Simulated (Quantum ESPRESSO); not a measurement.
# Cr2O3 (Eskolaite): parallel and opposed starts

Aim: find out which collinear order of Cr2O3 (Eskolaite) costs least.

Program: Quantum ESPRESSO 7.5. Level of theory: PBEsol with U = 3.5 eV on Cr d (ortho-atomic projectors); plane waves with GBRV 1.5 PBEsol potentials, no spin-orbit coupling. Results are calculated unless marked as measured.

Most raw output is cut from this account.

**1. Starting point**

It takes space group R-3c (No. 167, trigonal). The conventional cell has a = 4.957 Å, b = 4.957 Å, c = 13.592 Å, α = 90.00°, β = 90.00°, γ = 120.00°. Nearest to Cr lie 6 O at 1.96 to 2.01 Å. Nearest to O lie 4 Cr at 1.96 to 2.01 Å. Farther neighbours and most contacts between anions are not listed.

Coordinates:

```cif
data_structure
_symmetry_space_group_name_H-M 'P 1'
_symmetry_Int_Tables_number 1
_cell_length_a 5.3590
_cell_length_b 5.3590
_cell_length_c 5.3590
_cell_angle_alpha 55.097
_cell_angle_beta 55.097
_cell_angle_gamma 55.097
_cell_volume 96.41
loop_
_atom_site_label
_atom_site_type_symbol
_atom_site_fract_x
_atom_site_fract_y
_atom_site_fract_z
_atom_site_occupancy
Cr1 Cr 0.34748 0.34748 0.34748 1
Cr2 Cr 0.15252 0.15252 0.15252 1
Cr3 Cr 0.65252 0.65252 0.65252 1
Cr4 Cr 0.84748 0.84748 0.84748 1
O5 O 0.55580 0.94420 0.25000 1
O6 O 0.25000 0.55580 0.94420 1
O7 O 0.94420 0.25000 0.55580 1
O8 O 0.44420 0.05580 0.75000 1
O9 O 0.75000 0.44420 0.05580 1
O10 O 0.05580 0.75000 0.44420 1
```

The cell comes from the Crystallography Open Database.

**2. Start 1: ferro ++++**

The signs are those of the starting moments on the seeded atoms, the atoms that are given a moment.

pw.in reads:

```
&CONTROL
  calculation = 'scf'
  prefix = 'pwscf'
  outdir = './tmp'
  pseudo_dir = './pseudo'
  disk_io = 'nowf'
/
&SYSTEM
  ibrav = 0
  nat = 10
  ntyp = 2
  ecutwfc = 40
  ecutrho = 280
  nbnd = 66
  occupations = 'smearing'
  smearing = 'fd'
  degauss = 0.00367493
  nspin = 2
  starting_magnetization(1) = 0.2143
  starting_magnetization(2) = 0
/
&ELECTRONS
  conv_thr = 2d-08
  electron_maxstep = 150
  mixing_beta = 0.3
/
ATOMIC_SPECIES
Cr     51.9961 cr_pbesol_v1.5.uspp.F.UPF
O      15.9990 o_pbesol_v1.2.uspp.F.UPF
CELL_PARAMETERS angstrom
   2.4785000000    1.4309626422    4.5307666667
  -2.4785000000    1.4309626422    4.5307666667
   0.0000000000   -2.8619252844    4.5307666667
ATOMIC_POSITIONS crystal
Cr      0.3474800000    0.3474800000    0.3474800000
Cr      0.1525200000    0.1525200000    0.1525200000
Cr      0.6525200000    0.6525200000    0.6525200000
Cr      0.8474800000    0.8474800000    0.8474800000
O       0.5558000000    0.9442000000    0.2500000000
O       0.2500000000    0.5558000000    0.9442000000
O       0.9442000000    0.2500000000    0.5558000000
O       0.4442000000    0.0558000000    0.7500000000
O       0.7500000000    0.4442000000    0.0558000000
O       0.0558000000    0.7500000000    0.4442000000
K_POINTS automatic
6 6 6 0 0 0
HUBBARD {ortho-atomic}
U Cr-3d 3.5000
```

Started as:

```sh
> OMP_NUM_THREADS=1 mpirun -n 4 pw.x -nk 4 -in pw.in > pw.out
```

The job ended after 83 s (4 MPI ranks of Arm Neoverse V2, shared host; peak memory 0.71 GiB; 5.5 min of CPU time).

Spin moment in the atom's sphere by atom:

```csv
atom,spin moment in the atom's sphere (μB)
Cr1,2.50
Cr2,2.50
Cr3,2.50
Cr4,2.50
O5,-0.05
O6,-0.05
O7,-0.05
O8,-0.05
O9,-0.05
O10,-0.05
```

Numbers from this step:

| Property | Result |
| --- | --- |
| smearing term TS | 2.18e-11 eV |
| magnetization | 12 μB |
| absolute magnetization | 12.72 μB |
| final state | ferromagnetic |

**3. Start 2: antiferro +−−+**

pw.in, as its differences from that of step 2:

```diff
@@ -10,6 +10,6 @@
   nat = 10
-  ntyp = 2
+  ntyp = 3
   ecutwfc = 40
   ecutrho = 280
-  nbnd = 66
+  nbnd = 60
   occupations = 'smearing'
@@ -19,3 +19,4 @@
   starting_magnetization(1) = 0.2143
-  starting_magnetization(2) = 0
+  starting_magnetization(2) = -0.2143
+  starting_magnetization(3) = 0
 /
@@ -27,3 +28,4 @@
 ATOMIC_SPECIES
-Cr     51.9961 cr_pbesol_v1.5.uspp.F.UPF
+Cr1    51.9961 cr_pbesol_v1.5.uspp.F.UPF
+Cr2    51.9961 cr_pbesol_v1.5.uspp.F.UPF
 O      15.9990 o_pbesol_v1.2.uspp.F.UPF
@@ -34,6 +36,6 @@
 ATOMIC_POSITIONS crystal
-Cr      0.3474800000    0.3474800000    0.3474800000
-Cr      0.1525200000    0.1525200000    0.1525200000
-Cr      0.6525200000    0.6525200000    0.6525200000
-Cr      0.8474800000    0.8474800000    0.8474800000
+Cr1     0.3474800000    0.3474800000    0.3474800000
+Cr2     0.1525200000    0.1525200000    0.1525200000
+Cr2     0.6525200000    0.6525200000    0.6525200000
+Cr1     0.8474800000    0.8474800000    0.8474800000
 O       0.5558000000    0.9442000000    0.2500000000
@@ -47,2 +49,3 @@
 HUBBARD {ortho-atomic}
-U Cr-3d 3.5000
+U Cr1-3d 3.5000
+U Cr2-3d 3.5000
```

It took 88 s on 4 MPI ranks; peak memory 0.84 GiB.

Spin moment in the atom's sphere by atom:

```csv
atom,spin moment in the atom's sphere (μB)
Cr1,2.43
Cr2,-2.43
Cr3,-2.43
Cr4,2.43
O5,0.00
O6,0.00
O7,0.00
O8,0.00
O9,0.00
O10,0.00
```

Read from the output:

| Quantity | Value |
| --- | --- |
| smearing term TS | 1.73e-12 eV |
| magnetization | 0 μB |
| absolute magnetization | 12.4 μB |
| final state | antiferromagnetic |

**4. Run 3 (antiferro ++−−)**

pw.in, as its differences from that of step 3:

```diff
@@ -37,5 +37,5 @@
 Cr1     0.3474800000    0.3474800000    0.3474800000
-Cr2     0.1525200000    0.1525200000    0.1525200000
+Cr1     0.1525200000    0.1525200000    0.1525200000
 Cr2     0.6525200000    0.6525200000    0.6525200000
-Cr1     0.8474800000    0.8474800000    0.8474800000
+Cr2     0.8474800000    0.8474800000    0.8474800000
 O       0.5558000000    0.9442000000    0.2500000000
```

It took 96 s on 4 MPI ranks; peak memory 0.71 GiB; 6.4 min of CPU time.

Spin moment in the atom's sphere by atom:

```csv
atom,spin moment in the atom's sphere (μB)
Cr1,2.43
Cr2,2.43
Cr3,-2.43
Cr4,-2.43
O5,-0.01
O6,-0.01
O7,-0.01
O8,0.01
O9,0.01
O10,0.01
```

Numbers from this step:

| Quantity | Value |
| --- | --- |
| smearing term TS | 1.62e-11 eV |
| magnetization | 0 μB |
| absolute magnetization | 12.33 μB |
| final state | antiferromagnetic |

**5. Ranking**

An order is kept where moments of 0.15 μB or more survive with the typed signs; meshes match where a doubled cell samples the same k points as the first cell.

Orders:

```csv
start,final state,typed order kept,energy over the lowest (meV a seeded atom),largest site moment (μB),net moment (μB a cell of the first run),mesh matched,CPU time (s)
ferro ++++,ferromagnetic,yes,39.22,2.497,12,yes,331.4
antiferro +--+,antiferromagnetic,yes,0,2.428,0,yes,353.2
antiferro ++--,antiferromagnetic,yes,33.16,2.427,0,yes,381.6
```

**6. Couplings from the energies**

E = −Σ J e·e over ordered pairs of unit vectors, so each pair counts twice. As many shells are taken as there are differences of energy, so the couplings are solved for and no residual tests the model; further shells are folded in, and shells whose pairs keep their relative signs in all orders cancel and are not probed. Couplings from the energies:

```csv
pair,distance (Å),neighbours an atom,J (meV)
Cr-Cr,2.65,1,-16.58
Cr-Cr,2.888,3,-1.01
```

**7. The lowest state again, with its states saved**

pw.in, as its differences from that of step 4:

```diff
@@ -5,3 +5,3 @@
   pseudo_dir = './pseudo'
-  disk_io = 'nowf'
+  disk_io = 'low'
 /
@@ -9,2 +9,3 @@
   ibrav = 0
+  celldm(1) = 8
   nat = 10
@@ -13,3 +14,3 @@
   ecutrho = 280
-  nbnd = 60
+  nbnd = 64
   occupations = 'smearing'
@@ -31,11 +32,11 @@
 O      15.9990 o_pbesol_v1.2.uspp.F.UPF
-CELL_PARAMETERS angstrom
-   2.4785000000    1.4309626422    4.5307666667
-  -2.4785000000    1.4309626422    4.5307666667
-   0.0000000000   -2.8619252844    4.5307666667
+CELL_PARAMETERS alat
+   0.5854607749856    0.3380159360411    1.0702385168308
+  -0.5854607749856    0.3380159360411    1.0702385168308
+   0.0000000000000   -0.6760318720822    1.0702385168308
 ATOMIC_POSITIONS crystal
 Cr1     0.3474800000    0.3474800000    0.3474800000
-Cr1     0.1525200000    0.1525200000    0.1525200000
+Cr2     0.1525200000    0.1525200000    0.1525200000
 Cr2     0.6525200000    0.6525200000    0.6525200000
-Cr2     0.8474800000    0.8474800000    0.8474800000
+Cr1     0.8474800000    0.8474800000    0.8474800000
 O       0.5558000000    0.9442000000    0.2500000000
```

Elapsed: 89 s, on 4 MPI ranks; peak memory 0.72 GiB.

This step gave:

* smearing term TS: 4.47e-12 eV
* magnetization: 0 μB
* absolute magnetization: 12.4 μB
* final state: antiferromagnetic
* largest moment: 2.428 μB

**8. Projections on atomic orbitals**

projwfc.x projects the saved states on orthogonalised atomic orbitals of the pseudopotential files.

Wall time 2.8 s (4 MPI ranks); peak memory 0.31 GiB; 12 s of CPU time.

```csv
atom,moment in the sphere (μB),Löwdin moment (μB),Löwdin charge (e)
Cr1,2.428,2.996,12.597
Cr2,-2.428,-2.996,12.597
Cr3,-2.428,-2.996,12.597
Cr4,2.428,2.996,12.597
O5,0.000,0.000,6.867
O6,0.000,0.000,6.867
O7,0.000,0.000,6.867
O8,0.000,0.000,6.867
O9,0.000,0.000,6.867
O10,0.000,0.000,6.867
```

**9. Occupations of the corrected shells in the lowest state**

Occupations of the Hubbard shells:

```csv
block,type,shell,spin,electrons,occupation numbers
1,Cr1,3d,up,3.564,0.308 0.308 0.981 0.984 0.984
1,Cr1,3d,down,0.5871,0.057 0.057 0.070 0.201 0.201
2,Cr2,3d,up,0.5871,0.057 0.057 0.070 0.201 0.201
2,Cr2,3d,down,3.564,0.308 0.308 0.981 0.984 0.984
3,Cr2,3d,up,0.5871,0.057 0.057 0.070 0.201 0.201
3,Cr2,3d,down,3.564,0.308 0.308 0.981 0.984 0.984
4,Cr1,3d,up,3.564,0.308 0.308 0.981 0.984 0.984
4,Cr1,3d,down,0.5871,0.057 0.057 0.070 0.201 0.201
```

**10. What came out**

* lowest state found: antiferromagnetic (from antiferro +--+)
* largest site moment: 2.43 μB
* next state with moments: antiferromagnetic, 33.2 meV a seeded atom higher
* J of the weightiest shell (Cr-Cr, 2.65 Å; E = −Σ J e·e, ordered pairs): -16.6 meV

**Reading.** The largest moment changes by 2.8 % between the kept orders, as for well localised moments. The largest moment reads 2.43 μB in the sphere and 3.00 μB by Löwdin projection; a site moment hangs on how space is shared out. This is the lowest of 3 collinear or spinless starts, no proof of the ground state.

[Logs and program files are shortened in this print: banners, set-up blocks, solver, clock and traceback lines can be left out without a mark of their own.]

[Logs are printed without paths, hosts, clocks, repeated set-up lines and the standing remarks that a program may print on its own settings, such as how far it seeks lower states.]

[Hosts, paths, dates, database ids (printed as entryN), source tags and the programs' standing remarks are cut or masked in the printed files.]

[Where a cell is said to come from a database of computed structures, the database is the Materials Project.]
